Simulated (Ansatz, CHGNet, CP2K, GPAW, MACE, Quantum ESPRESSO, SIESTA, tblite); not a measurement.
**Random packing of 55Li2O-45Nb2O5 (mol %) (96 atoms) in SIESTA**

Aim: run random packing of 55Li2O-45Nb2O5 (mol %) (96 atoms) in SIESTA and see how near its forces come to a plane-wave reference, and at what cost.

Program: SIESTA 5.4.2. Level of theory: the method is named at each step. Results are calculated unless marked as measured.

## 1. The starting structure

The cell holds 96 atoms: 22 Li, 56 O and 18 Nb. Its edges and angles: a = 10.533 Å, b = 10.533 Å, c = 10.533 Å, α = 90.0°, β = 90.0°, γ = 90.0°. 96 atoms (22 Li, 56 O, 18 Nb) packed at random in a cube at 3.87 g/cm³ and pushed apart as soft spheres, cations and anions kept from their own kind; a start for melting by ab initio MD, not an equilibrated structure. Then every atom was moved at random, 0.05 Å r.m.s. a Cartesian component.

The yardstick, on the same geometry:

* method: Kohn-Sham DFT, PBE, SSSP efficiency 1.3.0 pseudopotentials, plane waves (Quantum ESPRESSO 7.5); sssp-pbe-1.3.0-efficiency, cutoffs 60/480 Ry, Γ point
* r.m.s. force component: 1.832 eV/Å
* longest force: 6.69 eV/Å
* pressure: -15.79 GPa
* time: 18 min on 4 MPI ranks of Arm Neoverse V1, shared host
* CPU time: 73 min

## 2. PBE, DZP, shift 0.01 Ry, mesh 500 Ry

Method: Kohn-Sham DFT, PBE, PseudoDojo 0.4.1 norm-conserving pseudopotentials (converted to PSML), numerical atomic orbitals (DZP), diagonalisation.

The .psml files are PseudoDojo norm-conserving potentials that we converted to this format, checked against plane waves on the same files for H, C, O, Si, Ge and Ca alone.

Contents of input.fdf:

```
SystemLabel cell
NumberOfAtoms 96
NumberOfSpecies 3
%block ChemicalSpeciesLabel
  1 3 Li
  2 8 O
  3 41 Nb
%endblock ChemicalSpeciesLabel
LatticeConstant 1.0 Ang
%block LatticeVectors
  10.53340 0.00000 0.00000
  0.00000 10.53340 0.00000
  0.00000 0.00000 10.53340
%endblock LatticeVectors
PAO.BasisSize DZP
PAO.EnergyShift 0.01 Ry
PAO.Polarization.NonPerturbative T
XC.Functional GGA
XC.Authors PBE
MeshCutoff 500 Ry
%block kgrid_Monkhorst_Pack
  1 0 0 0.0
  0 1 0 0.0
  0 0 1 0.0
%endblock kgrid_Monkhorst_Pack
SolutionMethod diagon
OccupationFunction FD
ElectronicTemperature 580 K
SCF.Mixer.Method Pulay
SCF.Mixer.Weight 0.15
SCF.Mixer.History 8
SCF.Mix Hamiltonian
MaxSCFIterations 300
SCF.DM.Tolerance 1e-04
SCF.H.Tolerance 1.0e-3 eV
WriteForces T
Write.HirshfeldPop T
Write.VoronoiPop T
Write.DM F
Write.H F
XML.Write F
AtomicCoordinatesFormat Fractional
%block AtomicCoordinatesAndAtomicSpecies
  0.29112 0.50715 0.60161 1
  0.77320 0.43560 0.17861 1
  0.77041 0.01886 0.30748 1
  0.13897 0.33542 0.51586 1
  0.49573 0.92662 0.75200 1
  0.62680 0.55657 0.35381 1
  0.50655 0.67488 0.84680 1
  0.54049 0.93207 0.51895 1
  0.79782 0.74008 0.76631 1
  0.31656 0.08651 0.72964 1
  0.24645 0.73456 0.24521 1
  0.64103 0.48375 0.97476 1
  0.80420 0.14475 0.04797 1
  0.19448 0.86777 0.78260 1
  0.99301 0.45860 0.32105 1
  0.08627 0.09154 0.49934 1
  0.69931 0.29509 0.35303 1
  0.43007 0.55626 0.18698 1
  0.28637 0.11009 0.06537 1
  0.08592 0.88660 0.33664 1
  0.95960 0.06492 0.86819 1
  0.97088 0.62395 0.47777 1
  0.02590 0.69454 0.15276 2
  0.49200 0.49094 0.88432 2
  0.35053 0.97370 0.85609 2
  0.92695 0.44055 0.78162 2
  0.37073 0.67284 0.98028 2
  0.55603 0.67318 0.23630 2
  0.12530 0.39415 0.81378 2
  0.94351 0.23275 0.29469 2
  0.75321 0.97935 0.01223 2
  0.85320 0.57861 0.08046 2
  0.45381 0.04229 0.62087 2
  0.18694 0.09109 0.32496 2
  0.15575 0.01036 0.67684 2
  0.51035 0.30275 0.00007 2
  0.69421 0.28638 0.88719 2
  0.31252 0.59574 0.36548 2
  0.05246 0.92034 0.11839 2
  0.47888 0.35074 0.42839 2
  0.70634 0.84166 0.54093 2
  0.97924 0.88185 0.85699 2
  0.50474 0.80623 0.38462 2
  0.60484 0.42971 0.23344 2
  0.92252 0.78481 0.37502 2
  0.08396 0.65056 0.67337 2
  0.20577 0.95280 0.47934 2
  0.61648 0.79446 0.78709 2
  0.50460 0.50601 0.58200 2
  0.85363 0.31264 0.01630 2
  0.82910 0.59723 0.87918 2
  0.57796 0.65844 0.02680 2
  0.02528 0.36187 0.16751 2
  0.82883 0.53114 0.32870 2
  0.35954 0.44867 0.04966 2
  0.33619 0.71325 0.54909 2
[... 36 atom lines left out ...]
  0.00026 0.47007 0.97444 3
  0.31928 0.86742 0.05288 3
  0.56921 0.86051 0.99379 3
  0.85940 0.18461 0.49618 3
%endblock AtomicCoordinatesAndAtomicSpecies
```

Started as:

```bash
$ OMP_NUM_THREADS=1 mpirun -np 4 siesta < input.fdf > output.txt
```

Output:

```text
Version         : 5.4.2
reinit: System Name:
reinit: System Label: cell
initatom: Reading input for the pseudopotentials and atomic orbitals ----------
Species number:   1 Atomic number:    3 Label: Li
Species number:   2 Atomic number:    8 Label: O
Species number:   3 Atomic number:   41 Label: Nb
Ground state valence configuration (from tables):   2s01  2p00  3d00  4f00
Ground state valence configuration (from tables):   2s02  2p04  3d00  4f00
Ground state valence configuration (from tables):   5s01  5p00  4d04  4f00
---- Processing specs for species: Li
GGA--PBE XC_GGA_X_PBE--XC_GGA_C_PBE pb
Semicore shell(s) with  2 electrons included in the valence for Li
---- Processing specs for species: O
GGA--PBE XC_GGA_X_PBE--XC_GGA_C_PBE pb
---- Processing specs for species: Nb
GGA--PBE XC_GGA_X_PBE--XC_GGA_C_PBE pb
Semicore shell(s) with  8 electrons included in the valence for Nb
Semicore shell(s): 1s
Semicore shell(s): 4s 4p
Fallback to non-perturbative polarization scheme for Nb
Please see the manual if this is not desired in principle
Li pseudopotential only contains V_ls up to l=1 -- lmxkb reset.
O pseudopotential only contains V_ls up to l=2 -- lmxkb reset.
Nb pseudopotential only contains V_ls up to l=2 -- lmxkb reset.
Using PAO.SplitTailNorm
%block ChemicalSpeciesLabel
    1    3 Li                      # Species index, atomic number, species label
    2    8 O                       # Species index, atomic number, species label
    3   41 Nb                      # Species index, atomic number, species label
%endblock ChemicalSpeciesLabel
%block PAO.Basis                 # Define Basis set
Li                    3                    # Species label, number of l-shells
 n=1   0   1                         # n, l, Nzeta
   2.447
   1.000
 n=2   0   2                         # n, l, Nzeta
   8.986      6.783
   1.000      1.000
 n=2   1   1                         # n, l, Nzeta
   8.986
[...]
O                     3                    # Species label, number of l-shells
[...]
3.532      2.299
[...]
Nb                    5                    # Species label, number of l-shells
[...]
n=5   1   1                         # n, l, Nzeta
   7.969
   1.000
 n=4   2   2                         # n, l, Nzeta
   6.142      4.248
   1.000      1.000
%endblock PAO.Basis
coor:   Atomic-coordinates input format  =     Fractional
siesta: System type = bulk
initatomlists: Number of atoms, orbitals, and projectors:     96  1202  1228
siesta: ******************** Simulation parameters ****************************
Total number of electrons:   636.000000
Total ionic charge:   636.000000
 Kpoints in:            1 . Kpoints trimmed:            1
siesta: k-grid: Number of k-points = 1
siesta: k-points from Monkhorst-Pack grid
siesta: k-cutoff (effective) =     5.267 Ang
siesta: k-point supercell and displacements
siesta: k-grid:     1     0     0      0.000
siesta: k-grid:     0     1     0      0.000
siesta: k-grid:     0     0     1      0.000
                     ====================================
                        Single-point calculation
                     ====================================
outcell: Unit cell vectors (Ang):
       10.533400    0.000000    0.000000
        0.000000   10.533400    0.000000
        0.000000    0.000000   10.533400
outcell: Cell vector modules (Ang)   :   10.533400   10.533400   10.533400
outcell: Cell angles (23,13,12) (deg):     90.0000     90.0000     90.0000
outcell: Cell volume (Ang**3)        :   1168.7072
Gamma-point calculation with interaction between periodic images
Gamma-point calculation with interaction between periodic images
Some features might not work optimally:
Some features might not work optimally:
e.g. DM initialization from atomic data
e.g. DM initialization from atomic data
new_DM -- step:     1
Initializing Density Matrix...
Attempting to read DM from file... Failed...
DM filled with atomic data:
InitMesh: MESH = 144 x 144 x 144 = 2985984
InitMesh: Mesh cutoff (required, used) =   500.000   516.523 Ry
stepf: Fermi-Dirac step function
        iscf     Eharris(eV)        E_KS(eV)     FreeEng(eV)     dDmax    Ef(eV) dHmax(eV)
   scf:    1   -55729.512632   -58562.205273   -58562.263763  0.714498 -6.175195 73.627576
   scf:    2   -39932.396704   -54383.057353   -54383.486159  2.504073 -5.225752177.430981
   scf:    3   -58282.958182   -59622.911305   -59623.347933  2.165327 -5.537197 39.576153
   scf:    4   -59400.921182   -59773.979176   -59774.390486  1.126955 -5.644447 34.859339
[...]
scf:   85   -59911.141030   -59911.141032   -59911.845841  0.000027 -6.362701  0.001115
   scf:   86   -59911.141034   -59911.141033   -59911.845841  0.000029 -6.362697  0.000871
SCF Convergence by DM+H criterion
max |DM_out - DM_in|         :     0.0000288164
max |H_out - H_in|      (eV) :     0.0008710887
SCF cycle converged after 86 iterations
Using DM_out to compute the final energy and forces
siesta: E_KS(eV) =           -59911.1410
siesta: E_KS - E_eggbox =    -59911.1410
siesta: Atomic forces (eV/Ang):
     1    0.623293    0.851971   -2.028937
     2    0.407130   -0.163822   -0.164265
     3   -0.437500    1.411407   -0.606693
[...]
95    6.369223    0.935307    1.013594
    96    0.693299   -2.042631   -2.620114
----------------------------------------
   Tot    0.000718    0.017023    0.007489
----------------------------------------
   Max    6.369223
   Res    1.773346    sqrt( Sum f_i^2 / 3N )
----------------------------------------
   Max    6.369223    constrained
Stress tensor Voigt[x,y,z,yz,xz,xy] (kbar):      136.96      172.67      168.07       -4.71       11.41      -20.18
(Free)E + p*V (eV/cell)   -60027.9984
Target enthalpy (eV/cell)   -59911.8458
siesta: Program's energy decomposition (eV):
siesta: Ebs     =    -14232.415261
siesta: Eions   =     92125.110179
siesta: Ena     =     19434.946794
siesta: Ekin    =     28190.916119
siesta: Enl     =     -2634.848916
siesta: DEna    =       733.006846
siesta: DUscf   =        57.751998
siesta: Ex      =    -12696.419610
siesta: Ec      =      -871.384087
siesta: Exc     =    -13567.803697
siesta: Eharris =    -59911.141034
siesta: Etot    =    -59911.141033
siesta: FreeEng =    -59911.845841
siesta: Final energy (eV):
siesta:  Band Struct. =  -14232.415261
siesta:       Kinetic =   28190.916119
siesta:       Hartree =   14113.964840
siesta:         Exch. =  -12696.419610
siesta:         Corr. =    -871.384087
siesta:   Exch.-corr. =  -13567.803697
siesta:  Ion-electron =  -57672.122546
siesta:       Ion-ion =  -30976.095750
siesta:         Total =  -59911.141033
siesta:         Fermi =      -6.362697
siesta: Stress tensor (static) (eV/Ang**3):
siesta:     0.085486   -0.012594    0.007124
siesta:    -0.012594    0.107772   -0.002938
siesta:     0.007124   -0.002938    0.104899
siesta: Cell volume =       1168.707227 Ang**3
siesta: Pressure (static):
siesta:                Solid            Molecule  Units
siesta:          -0.00108244         -0.00090876  Ry/Bohr**3
siesta:          -0.09938551         -0.08343830  eV/Ang**3
siesta:        -159.23314887       -133.68290132  kBar
    Orbital volume contribution        =          63.000591 eV
    (Free)E + p_basis*V_orbitals       =      -59848.845251 eV
    (Free)Eharris+ p_basis*V_orbitals  =      -59848.845251 eV
Hirshfeld Atomic Populations:
Atom #   charge [q] valence [e]  Species
     1     0.001827    2.998173  Li
     2     0.001816    2.998184  Li
     3    -0.040734    3.040734  Li
[...]
23    -0.129185    6.129185  O
    24    -0.202593    6.202593  O
    25    -0.269464    6.269464  O
[...]
79     0.741629   12.258371  Nb
    80     0.510764   12.489236  Nb
    81     0.617582   12.382418  Nb
[...]
--------------------
 Total    -0.000059
Voronoi Atomic Populations:
Atom #   charge [q] valence [e]  Species
[...]
21    -0.227568    3.227568  Li
    22    -0.059815    3.059815  Li
[...]
77    -0.300071    6.300071  O
    78    -0.258245    6.258245  O
[...]
95     0.895861   12.104139  Nb
    96     0.503117   12.496883  Nb
--------------------
 Total    -0.000059
```

Elapsed: 9.9 min, on 4 MPI ranks of Arm Neoverse V1, shared host; peak memory 2.8 GiB.

Banners, paths, timers and routine set-up lines are dropped from the logs unmarked, and long logs keep their key lines alone; longer cuts are marked.

Numbers from this run, and their distance from the reference:

```
r.m.s. force component                  : 1.773 eV/Å
r.m.s. difference of force components   : 104.2 meV/Å
longest difference of force vectors     : 395.4 meV/Å
force difference over r.m.s. force      : 5.687 %
slope of forces against the reference's : 0.9667
correlation of force components         : 0.9989
pressure                                : -15.92 GPa
pressure difference                     : -0.13 GPa
```

Length of the force difference by element (eV/Å):

```
element  atoms   mean  most
     Li     22  0.071  0.16
     Nb     18   0.19  0.32
      O     56   0.18  0.40
```

Local excerpt of 9 atoms (numbers count through the whole input) about O37, picked at random; x, y, z are measured from there.

```
atom      x      y      z  distance (Å)  bonds  Hirshfeld charge (e)     Fx     Fy  Fz (eV/Å)
 O37   0.00   0.00   0.00          0.00      2                 -0.19   0.00   1.15      -3.05
Nb86   1.46  -0.45  -1.53          2.17      4                  0.30  -4.34   1.80       3.42
 O50   1.68   0.28   1.36          2.18      3                 -0.18   3.72  -0.38      -0.64
 O36  -1.94   0.17   1.19          2.28      2                 -0.20  -1.30  -2.83       1.07
Nb81  -1.29   0.84  -1.74          2.32      6                  0.62   0.07   1.80       0.53
Li12  -0.56   2.08   0.92          2.34      2                  0.01   0.53   0.05       0.33
Li13   1.16  -1.49   1.69          2.54      4                 -0.05  -1.51  -0.10       0.29
 O76  -0.44  -2.57  -0.56          2.66      3                 -0.13   2.61  -1.28      -0.45
 O68  -0.93  -1.39  -2.30          2.85      2                 -0.16   0.84   1.33       0.86
```

Forces lie 5.7 % from the reference's, at 0.54 times its CPU time; the SCF took 86 steps, which the time reflects.

Further runs of this program without a result: SIESTA PBE, SZ, shift 0.01 Ry, mesh 500 Ry (cut off at its time limit).

## 3. Outcome

```json
{
 "force difference from the reference": "SIESTA PBE, DZP, shift 0.01 Ry, mesh 500 Ry, 5.7 %",
 "its CPU time": "40 min"
}
```

**Reading.** The PBE run in local orbitals differs by 5.7 % (SIESTA PBE, DZP, shift 0.01 Ry, mesh 500 Ry); basis, grid and potentials can all enter. SIESTA PBE, DZP, shift 0.01 Ry, mesh 500 Ry needed 86 SCF steps, so its time overstates the method's usual cost. The reference's pressure holds the uncorrected Pulay stress of its 60 Ry basis, so small pressure differences, and their order, may be the reference's own error. The reference's stress is far from hydrostatic: its diagonal is -13.6, -17.2, -16.6 GPa, compression counted positive. The reference's pressure of -16 GPa belongs to a cell and atoms that aren't relaxed at this level. The runs have no spin polarisation, so any moments at edges, vacancies or dangling bonds can't form. The electronic-structure runs sample only Γ, in a cell whose shortest periodic width is 11 Å, which is coarse for a cell with partly filled levels.

[Also dropped from logs without a mark: logging warnings of Python, and SIESTA's first energy breakdown and zero terms.]

[Logs are printed without paths, hosts, clocks, repeated set-up lines and the standing remarks that a program may print on its own settings, such as how far it seeks lower states.]

[Hosts, paths, dates, database ids (printed as entryN), source tags and the programs' standing remarks are cut or masked in the printed files.]
